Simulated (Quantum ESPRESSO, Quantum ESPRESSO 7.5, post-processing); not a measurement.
**antimonene, 1 layer, stepped through the field along the normal**

Wanted: a table for antimonene, 1 layer against the field along the normal, and what can be fitted to it.

Program: Quantum ESPRESSO 7.5. Level of theory: plane-wave DFT, PBE, GBRV ultrasoft pseudopotentials (geometry by pw.x at PBE-D3(BJ), GBRV ultrasoft). Results are calculated unless marked as measured.

This is a report of a sequence of runs, with most program output left out.

### 1. The structure

The cell holds 2 atoms: 2 Sb. Cell: a = 4.120 Å, b = 4.120 Å, c = 18.650 Å, α = 90.0°, β = 90.0°, γ = 120.0°. It derives from Sb. Vacuum lies along c.

Set-up: Cell and atoms are relaxed without a field with a D3(BJ) correction and then held. Sawtooth field with dipole correction, 17 Å of vacuum in the starting cell, Fermi-Dirac smearing of 0.002 Ry; bands along a path at each field.

Members -0.05, 0.1, -0.1, 0.2, -0.2, 0.3 and -0.3 took the same steps and show in the table alone.

### 2. Relaxing cell and ions of the reference

What the set-up leaves free in this member is relaxed.

File ref.relax.in:

```
&control
  prefix = 'ref.relax'
  outdir = './out'
  pseudo_dir = './pseudo'
  nstep = 80
  forc_conv_thr = 0.0004
  calculation = 'vc-relax'
  etot_conv_thr = 1e-06
/
&system
  ibrav = 0
  nat = 2
  ntyp = 1
  ecutwfc = 50
  ecutrho = 250
  vdw_corr = 'grimme-d3'
  dftd3_version = 4
  occupations = 'smearing'
  smearing = 'fd'
  degauss = 0.004
/
&electrons
  conv_thr = 1e-09
  mixing_beta = 0.4
  electron_maxstep = 120
  mixing_mode = 'plain'
/
&ions
/
&cell
  cell_dofree = '2Dxy'
  press_conv_thr = 0.3
/
ATOMIC_SPECIES
  Sb  121.7600  sb_pbe_v1.4.uspp.F.UPF
CELL_PARAMETERS angstrom
  4.12000000000000 0.00000000000000 0.00000000000000
  -2.06000000000000 3.56802466359189 0.00000000000000
  0.00000000000000 0.00000000000000 18.65000000000000
ATOMIC_POSITIONS crystal
  Sb  0.666666666700 0.333333333300 0.455764075067
  Sb  0.333333333300 0.666666666700 0.544235924933
K_POINTS automatic
  12 12 1 0 0 0
```

Launch:

```bash
$ OMP_NUM_THREADS=1 mpirun -n 4 pw.x -nk 4 -in ref.relax.in > ref.relax.out
```

Wall time 3.3 min (4 MPI ranks of Arm Neoverse V1, shared host); peak memory 0.84 GiB; 13 min of CPU time.

The steps of the relaxation:

| step | energy less that of the first step (eV) | largest force (eV/Å) | volume (Å³) |
| --- | --- | --- | --- |
| 1 | 0.0000 | 0.1437 | 274.16 |
| 2 | -0.0014 | 0.0847 | 273.82 |
| 3 | -0.0024 | 0.0337 | 273.43 |
| 4 | -0.0034 | 0.0223 | 272.84 |
| 5 | -0.0044 | 0.0796 | 271.96 |
| 6 | -0.0054 | 0.1304 | 270.65 |
| 7 | -0.0064 | 0.1452 | 269.01 |
| 8 | -0.0076 | 0.1087 | 267.22 |
| 9 | -0.0082 | 0.0372 | 266.40 |
| 10 | -0.0083 | 0.0044 | 266.60 |
| 11 | -0.0083 | 0.0002 | 266.75 |
| 12 | -0.0069 | 0.0016 | 266.75 |

| cell as run | before | after | change |
| --- | --- | --- | --- |
| a (Å) | 4.120 | 4.064 | -1.4 % |
| b (Å) | 4.120 | 4.064 | -1.4 % |

Final coordinates:

```xyz
2
Lattice="4.0639 0.0000 0.0000 -2.0320 3.5195 0.0000 0.0000 0.0000 18.6500" Properties=species:S:1:pos:R:3
Sb    2.0320    1.1732    8.4980
Sb    0.0000    2.3463   10.1520
```

 The last row is no step: it is a fresh SCF in the final cell with a new plane-wave basis, +1 meV from the row before.

Numbers from this step:

```
free energy  : -5033.1134 eV
Fermi energy : -0.8917 eV
```

### 3. Ground state, 0 V/Å

The self-consistent run of this member.

Level of this step: plane-wave DFT, PBE, GBRV ultrasoft pseudopotentials (Quantum ESPRESSO 7.5).

File m0.scf.in:

```
&control
  prefix = 'm0.scf'
  outdir = './out'
  pseudo_dir = './pseudo'
  calculation = 'scf'
  tprnfor = .true.
  tefield = .true.
  dipfield = .true.
/
&system
  ibrav = 0
  nat = 2
  ntyp = 1
  ecutwfc = 40
  ecutrho = 200
  occupations = 'smearing'
  smearing = 'fd'
  degauss = 0.002
  edir = 3
  emaxpos = 0.97
  eopreg = 0.04
  eamp = 0.0
  nbnd = 21
/
&electrons
  conv_thr = 1e-09
  mixing_beta = 0.4
  electron_maxstep = 120
  mixing_mode = 'plain'
/
ATOMIC_SPECIES
  Sb  121.7600  sb_pbe_v1.4.uspp.F.UPF
CELL_PARAMETERS angstrom
  4.06394585500000 0.00000000000000 0.00000000000000
  -2.03197292800000 3.51948035000000 0.00000000000000
  0.00000000000000 0.00000000000000 18.65000000000000
ATOMIC_POSITIONS crystal
  Sb  0.666666666700 0.333333333300 0.455657862200
  Sb  0.333333333300 0.666666666700 0.544342137800
K_POINTS automatic
  6 6 1 0 0 0
```

Launch:

```bash
$ OMP_NUM_THREADS=1 mpirun -n 4 pw.x -nk 2 -in m0.scf.in > m0.scf.out
```

It took 14 s on 4 MPI ranks; peak memory 0.33 GiB; 54 s of CPU time.

Numbers from this step:

* free energy: -5032.5948 eV
* Fermi energy: -0.8623 eV
* dipole along the normal: -4.16e-5 e·Å
* valence top, on the run's zero: -1.427 eV
* conduction bottom, on the run's zero: -0.2648 eV
* gap by band count: 1.162 eV

### 4. Potential by pp.x, 0 V/Å

plot_num = 11 writes the bare and Hartree potential, from which vacuum levels or, in a crystal, the mean potential are read.

File m0.pot.in:

```
&inputpp
  prefix = 'm0.scf'
  outdir = './out'
  filplot = 'm0.pot.dat'
  plot_num = 11
/
```

Launch:

```bash
$ OMP_NUM_THREADS=1 mpirun -n 4 pp.x -in m0.pot.in > m0.pot.out
```

The job ended after 0.89 s (4 MPI ranks; peak memory 0.1 GiB; 3.3 s of CPU time).

This step gave:

```
slope of the potential above                                          : 1.27e-4 eV/Å
upper vacuum line continued to the top atoms, over the valence top    : 4.670 eV
slope of the potential below                                          : -1.03e-4 eV/Å
lower vacuum line continued to the bottom atoms, over the valence top : 4.670 eV
vacuum level at the upper face over the valence top of the mesh       : 4.671 eV
vacuum level at the lower face over the valence top of the mesh       : 4.670 eV
```

Electrostatic potential energy of an electron, with the sawtooth; zero at the highest filled level of the SCF mesh. Table of potential energy, planar mean by z:

| z (Å) | potential energy, planar mean (eV) |
| --- | --- |
| 0.0 | 4.67 |
| 0.5 | 4.67 |
| 1.0 | 4.67 |
| 1.5 | 4.67 |
| 2.0 | 4.67 |
| 2.5 | 4.67 |
| 3.0 | 4.67 |
| 3.5 | 4.67 |
| 4.0 | 4.67 |
| 4.5 | 4.67 |
| 5.0 | 4.66 |
| 5.5 | 4.65 |
| 6.0 | 4.60 |
| 6.5 | 4.43 |
| 7.0 | 3.78 |
| 7.5 | 1.41 |
| 8.0 | -5.51 |
| 8.5 | -10.2 |
| 9.0 | -7.18 |
| 9.5 | -5.88 |
| 10.0 | -9.93 |
| 10.5 | -7.62 |
| 11.0 | -0.213 |
| 11.5 | 3.35 |
| 12.0 | 4.31 |
| 12.5 | 4.57 |
| 13.0 | 4.64 |
| 13.5 | 4.66 |
| 14.0 | 4.67 |
| 14.5 | 4.67 |
| 15.0 | 4.67 |
| 15.5 | 4.67 |
| 16.0 | 4.67 |
| 16.5 | 4.67 |
| 17.0 | 4.67 |
| 17.5 | 4.67 |
| 18.0 | 4.67 |
| 18.5 | 4.67 |

### 5. Band structure, 0 V/Å

Bands along a path place the edges.

m0.bands.in is the input of step 3 with these lines changed:

```diff
@@ -1,7 +1,6 @@
 &control
-  prefix = 'm0.scf'
+  prefix = 'm0.bands'
   outdir = './out'
   pseudo_dir = './pseudo'
-  calculation = 'scf'
-  tprnfor = .true.
+  calculation = 'bands'
   tefield = .true.
@@ -25,6 +24,6 @@
 &electrons
-  conv_thr = 1e-09
+  conv_thr = 1e-07
   mixing_beta = 0.4
   electron_maxstep = 120
-  mixing_mode = 'plain'
+  mixing_mode = 'local-TF'
 /
@@ -39,3 +38,7 @@
   Sb  0.333333333300 0.666666666700 0.544342137800
-K_POINTS automatic
-  6 6 1 0 0 0
+K_POINTS crystal_b
+4
+  0.0000000000 0.0000000000 0.0000000000 10
+  0.5000000000 0.0000000000 0.0000000000 10
+  0.3333333333 0.3333333333 0.0000000000 10
+  0.0000000000 0.0000000000 0.0000000000 1
```

Launch:

```bash
$ cp -r out/m0.scf.save out/m0.bands.save
$ cp out/m0.scf.xml out/m0.bands.xml
$ OMP_NUM_THREADS=1 mpirun -n 4 pw.x -nk 4 -in m0.bands.in > m0.bands.out
```

Wall time 13 s (4 MPI ranks); peak memory 0.33 GiB; 51 s of CPU time.

Read from the output:

```
conduction bottom, on the run's zero : -0.2758 eV
gap by band count                    : 1.151 eV
```

Band numbers count within the set of bands kept for display. Electronic bands along the path, in eV, zero at the highest filled level of the SCF mesh; v1 is the highest filled band, c1 the lowest empty one:

| point | v4 | v3 | v2 | v1 | c1 | c2 | c3 | c4 |
| --- | --- | --- | --- | --- | --- | --- | --- | --- |
| Γ | -6.51 | -0.84 | 0.00 | 0.00 | 1.66 | 2.78 | 2.78 | 4.13 |
| halfway | -6.62 | -2.77 | -0.99 | -0.73 | 1.26 | 3.42 | 3.47 | 4.73 |
| M | -7.91 | -3.15 | -1.66 | -1.62 | 1.58 | 2.26 | 3.48 | 4.93 |
| halfway | -8.03 | -3.29 | -2.25 | -1.65 | 1.87 | 2.90 | 3.14 | 5.41 |
| K | -8.60 | -3.70 | -1.97 | -1.97 | 1.30 | 3.47 | 3.47 | 6.51 |
| halfway | -6.74 | -2.80 | -1.95 | -0.70 | 2.08 | 2.68 | 3.75 | 5.07 |
| Γ | -6.51 | -0.84 | 0.00 | 0.00 | 1.66 | 2.78 | 2.78 | 4.13 |

Along this path the valence top lies at Γ and the conduction bottom between Γ and M.

### 6. SCF with pw.x, 0.05 V/Å

m1.scf.in is the input of step 3 with these lines changed:

```diff
@@ -1,3 +1,3 @@
 &control
-  prefix = 'm0.scf'
+  prefix = 'm1.scf'
   outdir = './out'
@@ -21,3 +21,3 @@
   eopreg = 0.04
-  eamp = 0.0
+  eamp = 0.00097235
   nbnd = 21
@@ -29,2 +29,3 @@
   mixing_mode = 'plain'
+  startingpot = 'file'
 /
```

Launch:

```bash
$ cp -r out/m0.scf.save out/m1.scf.save
$ OMP_NUM_THREADS=1 mpirun -n 4 pw.x -nk 2 -in m1.scf.in > m1.scf.out
```

It took 11 s on 4 MPI ranks; peak memory 0.32 GiB; 43 s of CPU time.

Numbers from this step:

- free energy: -5032.5953 eV
- Fermi energy: -0.846 eV
- dipole along the normal: 0.01801 e·Å
- valence top, on the run's zero: -1.420 eV
- conduction bottom, on the run's zero: -0.2580 eV
- gap by band count: 1.162 eV

### 7. SCF with pw.x, 0.4 V/Å

m9.scf.in is the input of step 6 with these lines changed:

```diff
@@ -1,3 +1,3 @@
 &control
-  prefix = 'm1.scf'
+  prefix = 'm9.scf'
   outdir = './out'
@@ -21,3 +21,3 @@
   eopreg = 0.04
-  eamp = 0.00097235
+  eamp = 0.00777876
   nbnd = 21
```

Launch:

```bash
$ cp -r out/m0.scf.save out/m9.scf.save
$ OMP_NUM_THREADS=1 mpirun -n 4 pw.x -nk 2 -in m9.scf.in > m9.scf.out
```

Run time: 13 s. Hardware: 4 MPI ranks; peak memory 0.33 GiB; 51 s of CPU time.

Numbers from this step:

| Item | Value |
| --- | --- |
| free energy | -5032.6237 eV |
| Fermi energy | -0.8263 eV |
| dipole along the normal | 0.1445 e·Å |
| valence top, on the run's zero | -1.384 eV |
| conduction bottom, on the run's zero | -0.2246 eV |
| gap by band count | 1.160 eV |

### 8. Self-consistent run, -0.4 V/Å

m10.scf.in is the input of step 7 with these lines changed:

```diff
@@ -1,3 +1,3 @@
 &control
-  prefix = 'm9.scf'
+  prefix = 'm10.scf'
   outdir = './out'
@@ -21,3 +21,3 @@
   eopreg = 0.04
-  eamp = 0.00777876
+  eamp = -0.00777876
   nbnd = 21
```

Launch:

```bash
$ cp -r out/m0.scf.save out/m10.scf.save
$ OMP_NUM_THREADS=1 mpirun -n 4 pw.x -nk 2 -in m10.scf.in > m10.scf.out
```

Run time: 13 s. Hardware: 4 MPI ranks; peak memory 0.33 GiB; 52 s of CPU time.

Read from the output:

```
Fermi energy                         : -0.938 eV
dipole along the normal              : -0.1445 e·Å
valence top, on the run's zero       : -1.497 eV
conduction bottom, on the run's zero : -0.3372 eV
```

### 9. The series side by side

The series in one table, energies over the lowest:

| the field along the normal | dipole (e Å) | gap along the path (eV) | upper vacuum line at the top atoms, over the zero (eV) | lower vacuum line at the bottom atoms, over the zero (eV) | energy (eV) |
| --- | --- | --- | --- | --- | --- |
| -0.4 V/Å | -0.1445 | 1.148 | 5.271 | 4.106 | 0.0000 |
| -0.3 V/Å | -0.1082 | 1.149 | 5.116 | 4.244 | 0.0126 |
| -0.2 V/Å | -0.0721 | 1.15 | 4.965 | 4.384 | 0.0217 |
| -0.1 V/Å | -0.03602 | 1.151 | 4.816 | 4.526 | 0.0271 |
| -0.05 V/Å | -0.01801 | 1.151 | 4.743 | 4.598 | 0.0284 |
| 0 V/Å | -4.164e-05 | 1.151 | 4.67 | 4.67 | 0.0289 |
| 0.05 V/Å | 0.01801 | 1.151 | 4.598 | 4.743 | 0.0284 |
| 0.1 V/Å | 0.03602 | 1.151 | 4.526 | 4.816 | 0.0271 |
| 0.2 V/Å | 0.0721 | 1.15 | 4.384 | 4.965 | 0.0217 |
| 0.3 V/Å | 0.1082 | 1.149 | 4.244 | 5.116 | 0.0126 |
| 0.4 V/Å | 0.1445 | 1.148 | 4.106 | 5.271 | 0.0000 |

### 10. The arithmetic

4πα/A = 180.95 × 0.3602 e Å²/V / 14.303 Å² = 4.56 Å.

In linear response the energy changes by −(p₀ + p)E/2: at 0.2 V/Å, −(-0.0000 + 0.0721) × 0.2/2 = -0.0072 eV; the runs give -0.0072 eV.

### 11. What came out

| Property | Result |
| --- | --- |
| 4πα/A from the weak fields | 4.56 Å |
| gap along the path, at -0.4 V/Å and at 0.4 V/Å | 1.15, 1.15 eV |
| upper vacuum line at the top atoms, over the zero, at -0.4 V/Å and at 0.4 V/Å | 5.27, 4.11 eV |
| lower vacuum line at the bottom atoms, over the zero, at -0.4 V/Å and at 0.4 V/Å | 4.11, 5.27 eV |

In words: The series holds 11 members; 4πα/A from the weak fields: 4.56 Å (PBE, GBRV ultrasoft). The strongest fields leave the weak-field line by 0.3 % of the induced dipole. From -0.4 V/Å to 0.4 V/Å the gap along the path stays within 0.003 eV. From -0.4 V/Å to 0.4 V/Å the upper vacuum line at the top atoms, over the zero falls from 5.27 to 4.11 eV. From -0.4 V/Å to 0.4 V/Å the lower vacuum line at the bottom atoms, over the zero rises from 4.11 to 5.27 eV. Ions are held; semilocal gaps are too small; in strong fields empty levels can belong to the vacuum.

[Logs are printed without paths, hosts, clocks, repeated set-up lines and the standing remarks that a program may print on its own settings, such as how far it seeks lower states.]

[Hosts, paths, dates, database ids (printed as entryN), source tags and the programs' standing remarks are cut or masked in the printed files.]

[Maps of the electrostatic potential energy from Ansatz leave out the sawtooth potential of an applied field or a dipole correction, so their vacuum need not be flat; planar profiles and work functions include it.]
